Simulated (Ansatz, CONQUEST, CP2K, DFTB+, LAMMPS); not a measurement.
# DFTB+ runs on aqueous Ca2+ and TFSI-, 6.5 mol of salt per kg of water at 300 K (113 atoms), part 2 of 2

How do the settings of DFTB+ change the result for aqueous Ca2+ and TFSI-, 6.5 mol of salt per kg of water at 300 K (113 atoms)? A plane-wave run serves as the yardstick.

Program: DFTB+ 25.1; the method stands at each step. Banners, paths, timers and routine set-up lines are dropped from the logs unmarked, and long logs keep their key lines alone; longer cuts are marked.

So far. Step 2 (GFN2-xTB): Forces lie 51 % from the reference's, at 0.19 times its CPU time (on 1 against 4 cores).

## Step 3: DFTB 3ob-3-1

Method: third-order SCC-DFTB tight binding, 3ob-3-1 parameters, diagonalisation.

The folder slako/ holds the set 3ob-3-1.

dftb_in.hsd reads:

```
Geometry = GenFormat {
  <<< geo.gen
}
Driver = {}
Hamiltonian = DFTB {
  Scc = Yes
  SlaterKosterFiles = Type2FileNames {
    Prefix = "slako/"
    Separator = "-"
    Suffix = ".skf"
  }
  MaxAngularMomentum {
    N = "p"
    S = "d"
    O = "p"
    C = "p"
    F = "p"
    H = "s"
    Ca = "p"
  }
  ThirdOrderFull = Yes
  HCorrection = Damping { Exponent = 4.0 }
  HubbardDerivs {
    N = -0.1535
    S = -0.11
    O = -0.1575
    C = -0.1492
    F = -0.1623
    H = -0.1857
    Ca = -0.034
  }
  SccTolerance = 1e-06
  MaxSccIterations = 300
  Mixer = Broyden { MixingParameter = 0.2 }
  Filling = Fermi { Temperature [K] = 580 }
  KPointsAndWeights = { 0.0 0.0 0.0 1.0 }
}
Analysis {
  PrintForces = Yes
  MullikenAnalysis = Yes
}
ParserOptions { ParserVersion = 14 }
```

geo.gen reads:

```
113 F
N S O C F H Ca
[... 117 atom lines left out: the same atoms as in the first run ...]
```

The run is started by

```bash
$ OMP_NUM_THREADS=1 dftb+ > output.txt
```

Output:

```text
Reading input file 'dftb_in.hsd'
Parser version: 14
--------------------------------------------------------------------------------
Reading SK-files:
./slako/N-N.skf
./slako/N-S.skf
./slako/N-O.skf
./slako/N-C.skf
./slako/N-F.skf
./slako/N-H.skf
./slako/N-Ca.skf
./slako/S-S.skf
./slako/S-O.skf
./slako/S-C.skf
./slako/S-F.skf
./slako/S-H.skf
./slako/S-Ca.skf
./slako/O-O.skf
./slako/O-C.skf
[... lines left out ...]
WARNING!
[... lines left out ...]
Force type                   original
--------------------------------------------------------------------------------
***  Geometry step: 0
 iSCC Total electronic   Diff electronic      SCC error
    1   -0.27328916E+03    0.00000000E+00    0.16812914E+01
    2   -0.27374711E+03   -0.27328916E+03    0.11505226E+01
    3   -0.27416371E+03   -0.45794806E+00    0.40858830E+00
[...]
15   -0.27423353E+03   -0.22716335E-08    0.52567845E-05
>> Charges saved for restart in charges.bin
   16   -0.27423353E+03    0.11368684E-12    0.91843833E-06
Total Energy:                     -270.2200369089 H        -7353.0613 eV
Extrapolated to 0K:               -270.2200369089 H        -7353.0613 eV
Total Mermin free energy:         -270.2200369089 H        -7353.0613 eV
Force related energy:             -270.2200369089 H        -7353.0613 eV
Volume:                              0.944975E+04 au^3   0.140031E+04 A^3
Pressure:                            0.977078E-04 au     0.287466E+10 Pa
```

detailed.out:

```text
Fermi distribution function
Calculation with static geometry
********************************************************************************
 iSCC Total electronic   Diff electronic      SCC error
   16   -0.27423353E+03    0.11368684E-12    0.91843833E-06
********************************************************************************
 Total charge:    -0.00000000
 Atomic gross charges (e)
[... lines left out ...]
Fermi level:                        -0.1102606727 H           -3.0003 eV
[... lines left out ...]
Band free energy (E-TS):          -267.7089325412 H        -7284.7307 eV
[... lines left out ...]
Total energy:                     -270.2200369089 H        -7353.0613 eV
[... lines left out ...]
Total Mermin free energy:         -270.2200369089 H        -7353.0613 eV
[... lines left out ...]
SCC converged
Total Forces
[... lines left out ...]
    2      0.021892023992     -0.076060358669     -0.149908085513
[...]
112      0.000888181325      0.000850729483     -0.004396308037
  113      0.001185301561      0.001983989646      0.007669608987
Total stress tensor
      0.000057763980     -0.000020178953     -0.000028986386
     -0.000020178949      0.000078841144      0.000024346644
     -0.000028986386      0.000024346640      0.000156518376
Total lattice derivs
     -0.025818866877      0.009019421750      0.012956095768
      0.009019420128     -0.035239763699     -0.010882262070
      0.012956095682     -0.010882260425     -0.069959291996
Maximal derivative component:        0.149908E+00 au
Volume:                              0.944975E+04 au^3
Pressure:                            0.977078E-04 au     0.287466E+10 Pa
Warning: dipole moment is not defined absolutely!
Dipole moment:    5.70995628    3.35185369   -5.72651564 au
Dipole moment:   14.51326240    8.51956297  -14.55535208 Debye
```

Elapsed: 1.9 s, on 1 thread of Intel Xeon 6975P-C (Granite Rapids), shared host; peak memory 0.17 GiB.

Numbers from this run, and their distance from the reference:

```yaml
r_m_s_force_component: 1.386 eV/Å
r_m_s_difference_of_force_components: 984.4 meV/Å
longest_difference_of_force_vectors: 6705 meV/Å
force_difference_over_r_m_s_force: 103.1 %
slope_of_forces_against_the_reference_s: 1.022
correlation_of_force_components: 0.7041
spacing_of_highest_filled_and_lowest_empty_level: 7.492 eV
gap_difference: 3.091 eV
pressure: 2.875 GPa
pressure_difference: 3.213 GPa
```

Against the first run (51 %), the force difference from the reference is 103 %, at 0.16 times the CPU time (16 SCF steps against 25).

## Step 4: IPEA1-xTB

Method: IPEA1-xTB tight binding, diagonalisation.

dftb_in.hsd reads:

```
Geometry = GenFormat {
  <<< geo.gen
}
Driver = {}
Hamiltonian = xTB {
  Method = "IPEA1-xTB"
  SccTolerance = 1e-06
  MaxSccIterations = 300
  Mixer = Broyden { MixingParameter = 0.2 }
  Filling = Fermi { Temperature [K] = 580 }
  KPointsAndWeights = { 0.0 0.0 0.0 1.0 }
}
Analysis {
  PrintForces = Yes
  MullikenAnalysis = Yes
}
ParserOptions { ParserVersion = 14 }
```

geo.gen is that of step 3.

The run is started by

```bash
$ OMP_NUM_THREADS=1 dftb+ > output.txt
```

Output:

```text
Reading input file 'dftb_in.hsd'
Parser version: 14
--------------------------------------------------------------------------------
Processed input in HSD format written to 'dftb_pin.hsd'
Starting initialization...
--------------------------------------------------------------------------------
WARNING!
-> Dipole printed for extended system : value printed is not well defined
Mode:                        Static calculation
Self consistent charges:     Yes
SCC-tolerance:                 0.100000E-05
Max. scc iterations:                    300
Shell resolved Hubbard:      Yes
Spin polarisation:           No
Nr. of up electrons:           252.000000
Nr. of down electrons:         252.000000
Periodic boundaries:         Yes
Electronic solver:           Relatively robust
Mixer:                       Broyden mixer
Mixing parameter:                  0.200000
Nr. of chrg. vec. in memory:            300
Max. SCC-cycles:                        300
tblite library version:      0.3.0
-> parametrization:          IPEA1-xTB
-> repulsion:                Yes
-> dispersion:               Yes
-> halogen bonding:          Yes
-> electrostatics:           Yes
   -> isotropic:             Yes
   -> anisotropic:           No
   -> third-order:           Yes
Electronic temperature:              0.183675E-02 H      0.499806E-01 eV
Initial charges:             Set automatically (system chrg:   0.000E+00)
Included shells:             N:  s, p, s2
                             S:  s, p, d
                             O:  s, p, s2
                             C:  s, p, s2
                             F:  s, p, s2
                             H:  s, s2
                            Ca:  s, p, d
K-points and weights:           1:  0.000000  0.000000  0.000000     1.000000
K-points in absolute space:     1:  0.000000  0.000000  0.000000
Extra options:
                             Mulliken analysis
                             Force calculation
Force type                   original
--------------------------------------------------------------------------------
***  Geometry step: 0
 iSCC Total electronic   Diff electronic      SCC error
ERROR!
-> Failure in LAPACK routine dpotrf, unable to complete Cholesky factorization of B, info: 912
Note: The following floating-point exceptions are signalling: IEEE_INVALID_FLAG IEEE_DIVIDE_BY_ZERO IEEE_UNDERFLOW_FLAG
ERROR STOP
```

The job ended after 2.4 s (1 thread; peak memory 0.61 GiB).

The run ended with an error. Reason given: overlap matrix not positive definite.

## Step 5: All runs compared

Differences are against the plane-wave reference, forces as r.m.s. over components; share is that over the reference's r.m.s. force, slope the least-squares factor from reference forces to these. Total energies of different programs have different zeros and aren't compared.

```tsv
run	Δ force, r.m.s. (meV/Å)	share (%)	slope	Δ pressure (GPa)	Δ gap (eV)	cores	CPU time	memory (GiB)
reference	-	-	-	-	-	4	50 s	1.9
DFTB+ GFN2-xTB	488	51.1	1.023	-4.84	-0.500	1	9.7 s	0.45
DFTB+ DFTB 3ob-3-1	984	103	1.022	3.21	3.09	1	1.6 s	0.17
```

CPU time is summed over cores on a shared host, where runs went side by side, so it is rough. Symmetry, cutoffs, thresholds, outputs and thread counts weren't matched or tuned between programs; memory under MPI is the largest rank's times the ranks.

Mean charges by element (e), by run and scheme:

```tsv
run	scheme	N	S	O	C	F	H
reference	Löwdin	-0.83	+2.19	-0.73	+0.65	-0.21	+0.40
DFTB+ GFN2-xTB	Mulliken	-0.67	+1.31	-0.58	+0.33	-0.17	+0.33
DFTB+ DFTB 3ob-3-1	Mulliken	-0.56	+0.99	-0.63	+0.84	-0.29	+0.38
```

The reference's Löwdin charges lack the electrons that the projection spills, 0.065 e an atom on average.

## Step 6: Summary of results

```yaml
nearest_in_forces: DFTB+ GFN2-xTB, 51 %
its_cpu_time: 9.7 s
```

**Reading.** Tight binding differs by 51 % (DFTB+ GFN2-xTB) to 103 % (DFTB+ DFTB 3ob-3-1); it is another model, with fitted parameters of its own, and the xTB methods hold dispersion. Of the electronic-structure runs that take under half the reference's CPU time, DFTB+ GFN2-xTB comes nearest, at 51 % in 9.7 s against 50 s; its pressure misses by -4.8 GPa. Charges hang on model, scheme and program or settings: among these rows the mean for S runs from +0.99 to +2.19 e. Periodic xTB results under one method name differ between programs and library versions (DFTB+ here holds tblite 0.3). The network of contacts between molecules at the start is that of the classical potential that made the cell, and needn't be the one that DFT or experiment would give. The concentration wasn't checked against solubility and may exceed it. The reference's PBE has no dispersion term, which matters for the binding between molecules or layers. The density was typed from a rule of thumb and may lie off the real one at this temperature. The electronic-structure runs sample only Γ, in a cell whose shortest periodic width is 11 Å.

[Also dropped from logs without a mark: logging warnings of Python, and SIESTA's first energy breakdown and zero terms.]

[Logs are printed without paths, hosts, clocks, repeated set-up lines and the standing remarks that a program may print on its own settings, such as how far it seeks lower states.]

[Hosts, paths, dates, database ids (printed as entryN), source tags and the programs' standing remarks are cut or masked in the printed files.]
